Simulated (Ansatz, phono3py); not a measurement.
# Scattering channels in KCl (Sylvite, Fm-3m), one at a time, part 5 of 5

Wanted: the sensitivity of κ of KCl (Sylvite) to the choices of the transport step.

What experiment has found for this phase:
- thermal conductivity 7.1 W/m/K near room temperature (given in “Combining the AFLOW GIBBS and Elastic Libraries to efficiently and robustly screen thermo-mechanical properties of solids”, 2017, arXiv:1611.05714)
- thermal conductivity 7.1 W/m/K near room temperature (given in “Predicting the lattice thermal conductivity of solids by solving the Boltzmann transport equation: AFLOW - AAPL an automated, accurate and efficient framework”, 2017, arXiv:1611.05481)

phono3py 4.10.0; DFT LDA, scalar-relativistic, plane waves, PAW; PAW set soft_1; phono3py on Ansatz's force constants.

So far, κ at 300 K (W/m/K): step 2 (relaxation-time solution) 10.3; step 16 (Gaussian smearing, third order supercell 3×3×3, supercell 6×6×6) 10.6; step 17 (Gaussian smearing, third order supercell 3×3×3, supercell 6×6×6 (run 2)) 10.3; step 19 (without the dipole term, third order supercell 3×3×3, supercell 6×6×6) 10.2; step 20 (a changed mass, third order supercell 3×3×3, supercell 6×6×6) 8.11.

**21. Mass disorder, third order supercell 3×3×3, supercell 6×6×6**

A typed mass variance takes the place of the natural one on the sites of one element, as a model of more or less disorder.

Contents of phono3py.yaml:

```yaml
phono3py:
  version: "4.10.0"
  frequency_unit_conversion_factor: 15.633302
  symmetry_tolerance: 1.00000e-05

physical_unit:
  atomic_mass: "AMU"
  length: "angstrom"

space_group:
  type: "Fm-3m"
  number: 225
  Hall_symbol: "-F 4 2 3"

primitive_matrix:
- [  1.000000000000000,  0.000000000000000,  0.000000000000000 ]
- [  0.000000000000000,  1.000000000000000,  0.000000000000000 ]
- [  0.000000000000000,  0.000000000000000,  1.000000000000000 ]

supercell_matrix:
- [   3,   0,   0 ]
- [   0,   3,   0 ]
- [   0,   0,   3 ]

# [primitive_cell block left out]
unit_cell:
  lattice:
  - [     0.000000000000000,     3.038637075500000,     3.038637075500000 ] # a
  - [     3.038637075500000,     0.000000000000000,     3.038637075500000 ] # b
  - [     3.038637075500000,     3.038637075500000,     0.000000000000000 ] # c
  points:
  - symbol: K # 1
    coordinates: [  0.000000000000000,  0.000000000000000,  0.000000000000000 ]
    mass: 39.098300
    reduced_to: 1
  - symbol: Cl # 2
    coordinates: [  0.500000000000000,  0.500000000000000,  0.500000000000000 ]
    mass: 35.450000
    reduced_to: 2

# [supercell block left out]
phonon_supercell_matrix:
- [   6,   0,   0 ]
- [   0,   6,   0 ]
- [   0,   0,   6 ]

# [phonon_primitive_cell block left out]
# [phonon_supercell block left out]
nac:
  born_effective_charge:
  - # 1 (K)
    - [  1.109091043469948,  0.000000000000000,  0.000000000000000 ]
    - [  0.000000000000000,  1.109091043469948,  0.000000000000000 ]
    - [  0.000000000000000,  0.000000000000000,  1.109091043469948 ]
  - # 2 (Cl)
    - [ -1.109091043469948,  0.000000000000000,  0.000000000000000 ]
    - [  0.000000000000000, -1.109091043469948,  0.000000000000000 ]
    - [  0.000000000000000,  0.000000000000000, -1.109091043469948 ]
  dielectric_constant:
    - [  2.507462385729138,  0.000000000000000,  0.000000000000000 ]
    - [  0.000000000000000,  2.507462385729138,  0.000000000000000 ]
    - [  0.000000000000000,  0.000000000000000,  2.507462385729138 ]
  unit_conversion_factor: 14.399645
```

Started as:

```sh
phono3py phono3py.yaml --mesh 17 17 17 --br --isotope --mv 0.01 0.0005827 --ts 50 100 150 200 300 400 500 600 800
```

The log of the run:

```text
[banner, memory and clock lines left out]
Rust backend (phonors) using rayon (8 threads).
Running in phono3py.load mode.
Spglib version 2.8.0
----------------------------- General settings -----------------------------
Run mode: conductivity-RTA
HDF5 data compression filter: gzip
Crystal structure was read from "phono3py.yaml".
Supercell (dim): [3 3 3]
Phonon supercell (dim-fc2): [6 6 6]
Primitive matrix:
  [1. 0. 0.]
  [0. 1. 0.]
  [0. 0. 1.]
Spacegroup: Fm-3m (225)
Use -v option to watch primitive cell, unit cell, and supercell structures.
NAC parameters were read from "phono3py.yaml".
fc3 was read from "fc3.hdf5".
fc2 was read from "fc2.hdf5".
----------------------------- Force constants ------------------------------
Max drift of fc3: 0.00000000 (zzz) 0.00000000 (zzz) 0.00000000 (zzz)
Max drift of fc2: -0.00000000 (yy) -0.00000000 (yy)
--------------------------- Calculation settings ---------------------------
Non-analytical term correction (NAC): True
NAC unit conversion factor:  14.39964
BZ integration: Tetrahedron-method
Temperature:  50.0  100.0  150.0  200.0  300.0 ... 800.0
Cutoff frequency: 0.01
Mesh sampling: [ 17 17 17 ]
Generating grid system ... [ 17 17 17 ]
fc3-r2q-transformation over three atoms: True
--------------------------- Phonon calculations ----------------------------
  PRB 50, 13035(R) (1994), PRB 55, 10355 (1997)
  G-cutoff distance: 1.08, Number of G-points: 307, Lambda: 0.18
Running harmonic phonon calculations...
-------------------- Lattice thermal conductivity (RTA) --------------------
Running heat capacity calculations...
Running velocity calculations...
Running isotope scattering calculations with tetrahedron method...
======================= Grid point 0 (1/165) =======================
q-point: ( 0.00  0.00  0.00)
Boundary mean free path (millimeter): 1000.000
Mass variance parameters: 1.00e-02 5.83e-04
Number of triplets: 165
Frequency     group velocity (x, y, z)     |gv|
   0.000   (   0.000    0.000    0.000)    0.000
   0.000   (   0.000    0.000    0.000)    0.000
   0.000   (   0.000    0.000    0.000)    0.000
   4.833   (   0.000    0.000    0.000)    0.000
   4.833   (   0.000    0.000    0.000)    0.000
   4.833   (   0.000    0.000    0.000)    0.000
======================= Grid point 1 (2/165) =======================
q-point: ( 0.06  0.00  0.00)
Boundary mean free path (millimeter): 1000.000
Mass variance parameters: 1.00e-02 5.83e-04
Number of triplets: 489
Frequency     group velocity (x, y, z)     |gv|
   0.498   ( -17.073   17.073   17.073)   29.572
   0.498   ( -17.073   17.073   17.073)   29.572
   0.646   ( -22.174   22.174   22.174)   38.406
   4.817   (   1.114   -1.114   -1.114)    1.929
   4.817   (   1.114   -1.114   -1.114)    1.929
   6.620   (   1.682   -1.682   -1.682)    2.913
[162 grid points left out]
======================= Grid point 1322 (165/165) =======================
q-point: ( 0.71  0.47  0.24)
Boundary mean free path (millimeter): 1000.000
Mass variance parameters: 1.00e-02 5.83e-04
Number of triplets: 1305
Frequency     group velocity (x, y, z)     |gv|
   2.496   (  -0.000   13.524    1.581)   13.616
   2.664   (   0.000  -12.617   -6.863)   14.362
   3.788   (  -0.000   25.489    0.410)   25.492
   4.108   (   0.000  -21.893   -2.359)   22.020
   5.039   (   0.000    1.521    0.258)    1.543
   5.040   (  -0.000   -1.361    2.927)    3.228
=================== End of collection of collisions ===================
----------- Thermal conductivity (W/m-k) with tetrahedron method -----------
#  T(K)        xx         yy         zz         yz         xz         xy
   50.0      25.384     25.384     25.384     -0.000     -0.000      0.000
  100.0      15.546     15.546     15.546     -0.000     -0.000      0.000
  150.0      11.949     11.949     11.949     -0.000     -0.000      0.000
  200.0       9.838      9.838      9.838     -0.000     -0.000      0.000
  300.0       7.357      7.357      7.357     -0.000     -0.000      0.000
  400.0       5.912      5.912      5.912     -0.000     -0.000      0.000
  500.0       4.955      4.955      4.955     -0.000     -0.000      0.000
  600.0       4.270      4.270      4.270     -0.000     -0.000      0.000
  800.0       3.352      3.352      3.352     -0.000     -0.000      0.000

Thermal conductivity related properties were written into
"kappa-m171717.hdf5".
Summary of calculation was written in "phono3py.yaml".
```

It took 18 s on 8 threads of Arm Neoverse V1, shared host; peak memory 0.29 GiB; 1.8 min of CPU time.

Numbers from this step:

```yaml
kappa_at_300_k: 7.357 W/m/K
kappa_xx_yy_zz_at_300_k: 7.357, 7.357, 7.357 W/m/K
```

W/m/K. Kappa, by row:

```csv
T (K),xx,yy,zz,yz,xz,xy
50,25.38,25.38,25.38,0,0,0
100,15.55,15.55,15.55,0,0,0
150,11.95,11.95,11.95,0,0,0
200,9.838,9.838,9.838,0,0,0
300,7.357,7.357,7.357,0,0,0
400,5.912,5.912,5.912,0,0,0
500,4.955,4.955,4.955,0,0,0
600,4.27,4.27,4.27,0,0,0
800,3.352,3.352,3.352,0,0,0
```

κ at 300 K goes from 10.3 in the base run to 7.36 W/(m K).

**22. An input with a fault, third order supercell 3×3×3, supercell 6×6×6**

This input was changed on purpose, to see how the program answers.

phono3py.yaml is that of step 21.

Started as:

```sh
phono3py phono3py.yaml --mesh 9 9 --br --ts 300
```

The log of the run:

```text
Rust backend (phonors) using rayon (8 threads).
Running in phono3py.load mode.
Spglib version 2.8.0
Mesh numbers are incorrectly set.
Please check the setting tags and options.
```

The job ended after 0.37 s (8 threads; peak memory 0.29 GiB).

The run ended with an error.

The fault put into the input: two mesh numbers.

**23. Results**

| Quantity | Value |
| --- | --- |
| κ at 300 K, RTA, natural isotopes, mesh 17×17×17 | 10.3 W/m/K |
| κ at 300 K, RTA, pure, mesh 17×17×17 | 10.7 W/m/K |
| κ at 300 K, LBTE, mesh 17×17×17 | 14.0 W/m/K |
| κ at 300 K, with coherences, mesh 17×17×17 | 10.4 W/m/K |
| κ at 300 K, no dipole term, mesh 17×17×17 | 10.2 W/m/K |

**Reading.** On these constants κ of KCl (Sylvite) at 300 K is 10.3 W/(m K) in the base run, by relaxation time; smearing and coherences move that between 10.3 and 10.6. The full solution gives 14.0 W/(m K) (phono3py, mesh 17×17×17). On the same constants and mesh Ansatz's figure, which includes its coherence part, and phono3py's, which doesn't, differ by up to 4.2 %; with phono3py's own coherence part added, which is defined differently, the largest difference is 0.31 %. The last step of the mesh series (21 to 27) moves κ at 300 K by +0.4 %, while the coarsest mesh gives 232 % of the densest value. Normal processes make 59 % of the three-phonon scattering at 300 K, weighting modes by their heat capacity. A boundary length of 1 µm leaves 97 % of κ at 300 K. A boundary length of 10 µm leaves 100 % of κ at 300 K. Scaling the mass of Cl by 0.5 at fixed force constants, a model exercise, multiplies the isotope-free κ by 0.759. A mass variance of 0.01 on the K sites, typed in place of the natural one, gives 72 % of the base value. A measured thermal conductivity near room temperature is 7.1 W/m/K (arXiv:1611.05714); the calculated 14.0 W/m/K differs by +97 %. The relaxed cell is 10 % smaller in volume than the database cell, which stiffens most phonons and usually raises κ; no run here tested that. Four-phonon, defect and boundary scattering, which are left out, would lower the calculated value; thermal expansion is left out too. The PAW files were made for PBE and are used here under another functional, for which the program regenerates the frozen cores. The cell of these runs is 10 % smaller in volume than the database cell; frequencies and all that rests on them shift with it.

[Logs are printed without paths, hosts, clocks, repeated set-up lines and the standing remarks that a program may print on its own settings, such as how far it seeks lower states.]

[Hosts, paths, dates, database ids (printed as entryN), source tags and the programs' standing remarks are cut or masked in the printed files.]

[A step with changed settings may run another functional than the one named; its input shows which.]
